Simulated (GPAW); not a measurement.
**The basis that the transmission of a Mo chain with one Si atom in line needs**

Aim: T(E), conductance and thermopower of a Mo chain with one Si atom in line, and what cheaper settings cost in accuracy.

Method: GPAW LCAO, PAW setups; Landauer transmission from Green's functions with principal layers (ASE), zero bias, in GPAW 26.7.0.

### Step 1. The starting structure

The cell holds 15 atoms: 14 Mo and 1 Si. Cell: a = 9.000 Å, b = 9.000 Å, c = 33.653 Å, α = 90.0°, β = 90.0°, γ = 90.0°. Regions: left lead, 7 atoms (7 Mo); channel, 1 atom (1 Si); right lead, 7 atoms (7 Mo). Vacuum lies along a and b. The structure is stacked along c, and the current runs across the ab planes.

### Step 2. Double-zeta polarised basis

Localised orbitals split the wire into layers that couple to their neighbours alone, which is what the Green's function method needs; double zeta with polarisation is the usual level for numbers.

run.py

```python
import json
import numpy as np
from ase import Atoms
from ase.transport.calculators import TransportCalculator
from gpaw import GPAW, FermiDirac
from gpaw.lcao.tools import get_lcao_hamiltonian
from scipy.linalg import eigh

# The junction with lead layers at both ends, along the third cell vector
device = Atoms(
    ['Mo', 'Mo', 'Mo', 'Mo', 'Mo', 'Mo', 'Mo', 'Si', 'Mo', 'Mo', 'Mo', 'Mo', 'Mo', 'Mo', 'Mo'],
    positions=[
        [4.50000, 4.50000, 1.12500],
        [4.50000, 4.50000, 3.37500],
        [4.50000, 4.50000, 5.62500],
        [4.50000, 4.50000, 7.87500],
        [4.50000, 4.50000, 10.12500],
        [4.50000, 4.50000, 12.37500],
        [4.50000, 4.50000, 14.62500],
        [4.50000, 4.50000, 16.82660],
        [4.50000, 4.50000, 19.02820],
        [4.50000, 4.50000, 21.27820],
        [4.50000, 4.50000, 23.52820],
        [4.50000, 4.50000, 25.77820],
        [4.50000, 4.50000, 28.02820],
        [4.50000, 4.50000, 30.27820],
        [4.50000, 4.50000, 32.52820]],
    cell=[[9.0, 0.0, 0.0], [0.0, 9.0, 0.0], [0.0, 0.0, 33.6532]],
    pbc=True)

# One principal layer of the lead: the first 5 atoms of the device
lead = Atoms(
    ['Mo', 'Mo', 'Mo', 'Mo', 'Mo'],
    positions=[
        [4.50000, 4.50000, 1.12500],
        [4.50000, 4.50000, 3.37500],
        [4.50000, 4.50000, 5.62500],
        [4.50000, 4.50000, 7.87500],
        [4.50000, 4.50000, 10.12500]],
    cell=[[9.0, 0.0, 0.0], [0.0, 9.0, 0.0], [0.0, 0.0, 11.25]],
    pbc=True)

settings = dict(mode='lcao', basis='dzp', xc='PBE', h=0.2,
                occupations=FermiDirac(0.1), maxiter=250,
                mixer=dict(beta=0.1, nmaxold=8, weight=100.0),
                convergence=dict(density=0.0001))
energies = np.arange(-2, 2 + 1e-9, 0.05)
eta = 0.0001
n1, n2 = 1, 1
# k and -k transmit alike, so half of the mesh across the current serves
mesh = [(i, j) for i in range(n1) for j in range(n2) if (i, j) <= (-i % n1, -j % n2)]
weights = np.array([1 if (i, j) == (-i % n1, -j % n2) else 2 for i, j in mesh]) / (n1 * n2)

# [... helper functions left out ...]
fermi_lead = ground_state(lead, (1, 1, 10), 'lead.txt')
fermi_device = ground_state(device, (1, 1, 3), 'device.txt')
# [... loop over the mesh left out, but for ...]
        # Shift the lead onto the potential of the device's first layer
        shift = ((H[:, 0, 0] - H0[:, 0, 0]) / S0[0, 0]).real.mean()
# [...]
kT = 8.617333e-5 * 300
bias = [0.1, 0.2, 0.5, 1.0, 1.5, 2.0]
# [... integrals and printing left out ...]
```

Command:

```
OMP_NUM_THREADS=1 OPENBLAS_NUM_THREADS=1 python run.py
```

Log:

```text
basis functions: device 419, principal layer 145
Fermi level: lead -2.7421 eV, device -2.7891 eV; lead shifted by -0.0027 eV
largest coupling past the next layer 2.80e-05 eV, largest misfit of the first layer 0.048 eV
  E-E_F (eV)   T (one spin)  [channel counts left out]
    -2.000    1.6195e+00
    -1.950    1.6484e+00
    -1.900    1.6777e+00
    -1.850    1.7079e+00
    -1.800    1.7391e+00
    -1.750    1.7717e+00
    -1.700    1.8049e+00
    -1.650    1.8414e+00
    -1.600    1.8789e+00
    -1.550    1.9183e+00
    -1.500    1.9663e+00
    -1.450    1.9952e+00
    -1.400    2.0362e+00
    -1.350    2.0781e+00
    -1.300    2.1209e+00
    -1.250    2.1644e+00
[...]
1.650    2.0818e+00
     1.700    1.9815e+00
     1.750    1.8647e+00
     1.800    1.7239e+00
     1.850    1.5489e+00
     1.900    1.3275e+00
     1.950    1.0507e+00
     2.000    7.5572e-01
conductance at 300 K: 2.8426 G0 a cell; thermopower -0.5627 uV/K
current from the zero-bias T(E) at 0.1 V: 22.022 uA
current from the zero-bias T(E) at 0.2 V: 44.031 uA
current from the zero-bias T(E) at 0.5 V: 109.84 uA
current from the zero-bias T(E) at 1.0 V: 218.16 uA
current from the zero-bias T(E) at 1.5 V: 323.87 uA
current from the zero-bias T(E) at 2.0 V: 425.69 uA
```

Wall time 3 min (1 thread of Arm Neoverse V2, shared host); peak memory 1.4 GiB.

This step gave:

```
conductance                                    : 2.843 G₀
largest coupling past the next principal layer : 2.80e-5 eV
largest misfit of the first principal layer    : 0.04764 eV
shift that aligns the lead                     : -0.002670 eV
basis functions of the junction                : 419
basis functions of a principal layer           : 145
transmission at the Fermi level (one spin)     : 2.844
```

One spin. The transmission, zone mean by energy, zero at the Fermi level:

```tsv
energy (eV)	transmission, zone mean
-2.000	1.62
-1.800	1.74
-1.600	1.88
-1.400	2.04
-1.200	2.21
-1.000	2.37
-0.800	2.51
-0.600	2.62
-0.400	2.71
-0.200	2.79
0.000	2.84
0.200	2.87
0.350	2.88
0.400	2.88
0.600	2.86
0.800	2.82
1.000	2.76
1.200	2.64
1.400	2.45
1.600	2.17
1.800	1.72
2.000	0.756
```

Not self-consistent under bias; the bias window is split evenly. The current through one cell, from the zero-bias transmission by bias:

```tsv
bias (V)	current through one cell, from the zero-bias transmission (μA)
0.100	22.0
0.200	44.0
0.500	110
1.000	218
1.500	324
2.000	426
```

Transmission of the three most open eigenchannels against energy, zero at the Fermi level:

```tsv
energy (eV)	channel 1	channel 2	channel 3
-2.00	0.999	0.310	0.310
-1.90	0.999	0.339	0.339
-1.80	0.999	0.370	0.370
-1.70	0.999	0.403	0.403
-1.55	0.999	0.460	0.460
-1.45	0.992	0.502	0.502
-1.35	0.984	0.547	0.547
-1.25	0.976	0.593	0.593
-1.15	0.968	0.640	0.640
-1.05	0.959	0.686	0.686
-0.90	0.944	0.748	0.748
-0.80	0.933	0.785	0.785
-0.70	0.923	0.818	0.818
-0.60	0.913	0.847	0.847
-0.50	0.905	0.873	0.873
-0.40	0.898	0.897	0.897
-0.25	0.929	0.929	0.890
-0.15	0.948	0.948	0.885
-0.05	0.964	0.964	0.879
0.00	0.971	0.971	0.877
0.05	0.977	0.977	0.874
0.15	0.988	0.988	0.868
0.25	0.995	0.995	0.863
0.40	0.999	0.999	0.855
0.50	0.998	0.998	0.850
0.60	0.995	0.995	0.846
0.70	0.989	0.989	0.841
0.80	0.980	0.980	0.837
0.90	0.968	0.968	0.832
1.05	0.942	0.942	0.824
1.15	0.916	0.916	0.818
1.25	0.883	0.883	0.811
1.35	0.840	0.840	0.803
1.45	0.794	0.787	0.787
1.55	0.784	0.723	0.723
1.70	0.769	0.597	0.597
1.80	0.759	0.473	0.473
1.90	0.748	0.280	0.280
2.00	0.738	0.0182	2.9e-7
```

Couplings past the next layer reach 2.8e-5 eV, small enough to drop; the matrix elements of the cell's first layer differ from the bulk lead's by up to 0.048 eV. That layer keeps its own values in the calculation, and only beyond it is the lead taken as perfect. The Fermi levels of lead and junction count from different zeros of potential, one for each periodic cell; with both set to zero, the small remaining shift is what aligns them. By hand: G = 2.843 × 77.48 μS = 220 μS, a resistance of 4.54 kΩ; at 0.1 V a linear junction would pass 22.0 μA, and the integral over the bias window gives 22.0 μA.

### Step 3. GPAW, szp: basis = "szp(dzp)"

The second zeta is dropped, the polarisation orbitals stay.

run.py: that of step 2 with these lines changed.

```diff
@@ -42,3 +42,3 @@
 
-settings = dict(mode='lcao', basis='dzp', xc='PBE', h=0.2,
+settings = dict(mode='lcao', basis='szp(dzp)', xc='PBE', h=0.2,
                 occupations=FermiDirac(0.1), maxiter=250,
```

Log:

```text
basis functions: device 233, principal layer 80
Fermi level: lead -2.9192 eV, device -2.9700 eV; lead shifted by -0.0037 eV
largest coupling past the next layer 2.79e-05 eV, largest misfit of the first layer 0.043 eV
  E-E_F (eV)   T (one spin)  [channel counts left out]
    -2.000    1.6104e+00
    -1.950    1.6388e+00
    -1.900    1.6677e+00
    -1.850    1.6974e+00
    -1.800    1.7281e+00
    -1.750    1.7603e+00
    -1.700    1.7929e+00
    -1.650    1.8277e+00
    -1.600    1.8640e+00
    -1.550    1.9018e+00
    -1.500    1.9412e+00
    -1.450    1.9818e+00
    -1.400    2.0237e+00
    -1.350    2.0661e+00
    -1.300    2.1041e+00
    -1.250    2.1414e+00
[...]
1.650    2.4187e+00
     1.700    2.3609e+00
     1.750    2.2973e+00
     1.800    2.2252e+00
     1.850    2.1443e+00
     1.900    2.0515e+00
     1.950    1.9438e+00
     2.000    1.8177e+00
conductance at 300 K: 2.8147 G0 a cell; thermopower -0.713 uV/K
current from the zero-bias T(E) at 0.1 V: 21.806 uA
current from the zero-bias T(E) at 0.2 V: 43.599 uA
current from the zero-bias T(E) at 0.5 V: 108.78 uA
current from the zero-bias T(E) at 1.0 V: 216.18 uA
current from the zero-bias T(E) at 1.5 V: 321.28 uA
current from the zero-bias T(E) at 2.0 V: 423.08 uA
```

Wall time 2 min (1 thread); peak memory 1.3 GiB.

Numbers from this step:

| Quantity | Value |
| --- | --- |
| conductance | 2.815 G₀ |
| largest coupling past the next principal layer | 2.79e-5 eV |
| largest misfit of the first principal layer | 0.04350 eV |
| shift that aligns the lead | -0.003666 eV |
| basis functions of the junction | 233 |
| basis functions of a principal layer | 80 |
| transmission at the Fermi level (one spin) | 2.816 |

One spin. Table of transmission, zone mean by energy, zero at the Fermi level:

```tsv
energy (eV)	transmission, zone mean
-2.00	1.61
-1.90	1.67
-1.80	1.73
-1.70	1.79
-1.55	1.90
-1.45	1.98
-1.35	2.07
-1.25	2.14
-1.15	2.22
-1.05	2.30
-0.90	2.40
-0.80	2.46
-0.70	2.52
-0.60	2.57
-0.50	2.62
-0.40	2.66
-0.25	2.73
-0.15	2.77
-0.05	2.80
0.00	2.82
0.05	2.83
0.15	2.85
0.25	2.86
0.40	2.87
0.50	2.87
0.60	2.87
0.70	2.87
0.80	2.86
0.90	2.84
1.05	2.81
1.15	2.77
1.25	2.73
1.35	2.67
1.45	2.60
1.55	2.52
1.70	2.36
1.80	2.23
1.90	2.05
2.00	1.82
```

Not self-consistent under bias; the bias window is split evenly. The current through one cell, from the zero-bias transmission by bias:

```tsv
bias (V)	current through one cell, from the zero-bias transmission (μA)
0.100	21.8
0.200	43.6
0.500	109
1.000	216
1.500	321
2.000	423
```

The transmission of the three most open eigenchannels by energy, zero at the Fermi level:

```tsv
energy (eV)	channel 1	channel 2	channel 3
-2.00	0.999	0.306	0.306
-1.90	0.999	0.334	0.334
-1.80	0.999	0.364	0.364
-1.70	0.999	0.397	0.397
-1.55	0.999	0.451	0.451
-1.45	0.999	0.491	0.491
-1.35	0.999	0.534	0.534
-1.25	0.986	0.577	0.577
-1.15	0.975	0.621	0.621
-1.05	0.966	0.664	0.664
-0.90	0.950	0.723	0.723
-0.80	0.939	0.759	0.759
-0.70	0.928	0.792	0.792
-0.60	0.917	0.822	0.822
-0.50	0.906	0.850	0.850
-0.40	0.897	0.876	0.876
-0.25	0.911	0.911	0.886
-0.15	0.932	0.932	0.881
-0.05	0.950	0.950	0.877
0.00	0.958	0.958	0.875
0.05	0.965	0.965	0.874
0.15	0.978	0.978	0.870
0.25	0.987	0.987	0.866
0.40	0.996	0.996	0.859
0.50	0.998	0.998	0.854
0.60	0.999	0.999	0.850
0.70	0.998	0.998	0.845
0.80	0.995	0.995	0.840
0.90	0.990	0.990	0.835
1.05	0.978	0.978	0.827
1.15	0.966	0.966	0.821
1.25	0.948	0.948	0.813
1.35	0.925	0.925	0.804
1.45	0.896	0.896	0.794
1.55	0.860	0.860	0.784
1.70	0.789	0.789	0.767
1.80	0.755	0.727	0.727
1.90	0.744	0.646	0.646
2.00	0.732	0.536	0.536
```

The conductance, 2.81 G₀, lies 1.0 % below that of the dzp run.

### Step 4. Minimal basis

One function for each valence shell of the setup, as for a first survey of a large system.

run.py: that of step 3 with these lines changed.

```diff
@@ -42,3 +42,3 @@
 
-settings = dict(mode='lcao', basis='szp(dzp)', xc='PBE', h=0.2,
+settings = dict(mode='lcao', basis='sz(dzp)', xc='PBE', h=0.2,
                 occupations=FermiDirac(0.1), maxiter=250,
```

Log:

```text
basis functions: device 186, principal layer 65
Fermi level: lead -2.9953 eV, device -3.0391 eV; lead shifted by -0.0068 eV
largest coupling past the next layer 2.78e-05 eV, largest misfit of the first layer 0.042 eV
  E-E_F (eV)   T (one spin)  [channel counts left out]
    -2.000    1.7829e+00
    -1.950    1.8150e+00
    -1.900    1.8477e+00
[...]
1.950    1.9679e+00
     2.000    1.8877e+00
conductance at 300 K: 2.7823 G0 a cell; thermopower -0.3574 uV/K
current from the zero-bias T(E) at 0.1 V: 21.556 uA
current from the zero-bias T(E) at 0.2 V: 43.102 uA
current from the zero-bias T(E) at 0.5 V: 107.59 uA
current from the zero-bias T(E) at 1.0 V: 214.13 uA
current from the zero-bias T(E) at 1.5 V: 318.79 uA
current from the zero-bias T(E) at 2.0 V: 420.69 uA
```

The job ended after 85 s (1 thread; peak memory 1.2 GiB).

This step gave:

| Property | Result |
| --- | --- |
| conductance | 2.782 G₀ |
| largest coupling past the next principal layer | 2.78e-5 eV |
| largest misfit of the first principal layer | 0.04153 eV |
| shift that aligns the lead | -0.006751 eV |
| basis functions of the junction | 186 |
| basis functions of a principal layer | 65 |
| transmission at the Fermi level (one spin) | 2.783 |

The conductance, 2.78 G₀, lies 2.1 % below that of the dzp run.

### Step 5. revPBE in the dzp basis: xc = "revPBE"

Back in the dzp basis, the functional changes from PBE to revPBE, to set the spread between functionals beside that between bases.

run.py: that of step 4 with these lines changed.

```diff
@@ -42,3 +42,3 @@
 
-settings = dict(mode='lcao', basis='sz(dzp)', xc='PBE', h=0.2,
+settings = dict(mode='lcao', basis='dzp', xc='revPBE', h=0.2,
                 occupations=FermiDirac(0.1), maxiter=250,
```

Log:

```text
basis functions: device 419, principal layer 145
Fermi level: lead -2.6596 eV, device -2.7084 eV; lead shifted by 0.0000 eV
largest coupling past the next layer 2.83e-05 eV, largest misfit of the first layer 0.046 eV
  E-E_F (eV)   T (one spin)  [channel counts left out]
    -2.000    1.6369e+00
    -1.950    1.6659e+00
    -1.900    1.6953e+00
[...]
1.950    1.1839e+00
     2.000    8.8204e-01
conductance at 300 K: 2.8439 G0 a cell; thermopower -0.5842 uV/K
current from the zero-bias T(E) at 0.1 V: 22.033 uA
current from the zero-bias T(E) at 0.2 V: 44.051 uA
current from the zero-bias T(E) at 0.5 V: 109.9 uA
current from the zero-bias T(E) at 1.0 V: 218.31 uA
current from the zero-bias T(E) at 1.5 V: 324.19 uA
current from the zero-bias T(E) at 2.0 V: 426.34 uA
```

Wall time 3.4 min (1 thread); peak memory 1.4 GiB.

Numbers from this step:

| Quantity | Value |
| --- | --- |
| conductance | 2.844 G₀ |
| largest coupling past the next principal layer | 2.83e-5 eV |
| largest misfit of the first principal layer | 0.04637 eV |
| shift that aligns the lead | 3.70e-5 eV |
| basis functions of the junction | 419 |
| basis functions of a principal layer | 145 |
| transmission at the Fermi level (one spin) | 2.845 |

The conductance equals that of the dzp run to 0.2 %.

### Step 6. Cost and result by level

Times are for 1 thread of Arm Neoverse V2, shared host. The series side by side:

```tsv
no.	run	conductance (G₀)	time	memory (GiB)
1	dzp	2.843	3 min	1.4
2	szp	2.815	2 min	1.3
3	sz	2.782	85 s	1.2
4	dzp revPBE	2.844	3.4 min	1.4
```

### Step 7. Comparison

The curves are compared point by point over the common energies.

This step: comparison of transmission and cost over codes and levels (GPAW 26.7.0).

Ladder, by row:

```tsv
step	code	T at the Fermi level (sum over the listed spins)	conductance (G0)	r.m.s. T(E) from the first	wall time (s)	peak memory (GiB)	threads
dzp	GPAW	2.844	2.843	0	180.1	1.39	1
szp	GPAW	2.816	2.815	0.2214	119.3	1.29	1
sz	GPAW	2.783	2.782	0.2306	85.3	1.23	1
dzp-revPBE	GPAW	2.845	2.844	0.03206	203.2	1.39	1
```

Transmission, zone mean, sum over the listed spins against energy, zero at the Fermi level:

```tsv
energy (eV)	dzp	szp	sz	dzp-revPBE
-2.0000	1.62	1.61	1.78	1.64
-1.7500	1.77	1.76	1.95	1.79
-1.5000	1.97	1.94	2.15	1.98
-1.2500	2.16	2.14	2.33	2.18
-1.0000	2.37	2.33	2.48	2.38
-0.7500	2.54	2.49	2.59	2.54
-0.5000	2.66	2.62	2.67	2.67
-0.2500	2.77	2.73	2.74	2.77
0.0000	2.84	2.82	2.78	2.84
0.2500	2.88	2.86	2.80	2.88
0.3500	2.88	2.87	2.80	2.88
0.5000	2.87	2.87	2.78	2.88
0.7500	2.83	2.86	2.75	2.84
1.0000	2.76	2.82	2.69	2.77
1.2500	2.60	2.73	2.60	2.62
1.5000	2.32	2.56	2.45	2.35
1.7500	1.86	2.30	2.22	1.93
2.0000	0.756	1.82	1.89	0.882
```

[end of part 1 of 2]

[Logs are printed without paths, hosts, clocks, repeated set-up lines and the standing remarks that a program may print on its own settings, such as how far it seeks lower states.]

[Hosts, paths, dates, database ids (printed as entryN), source tags and the programs' standing remarks are cut or masked in the printed files.]
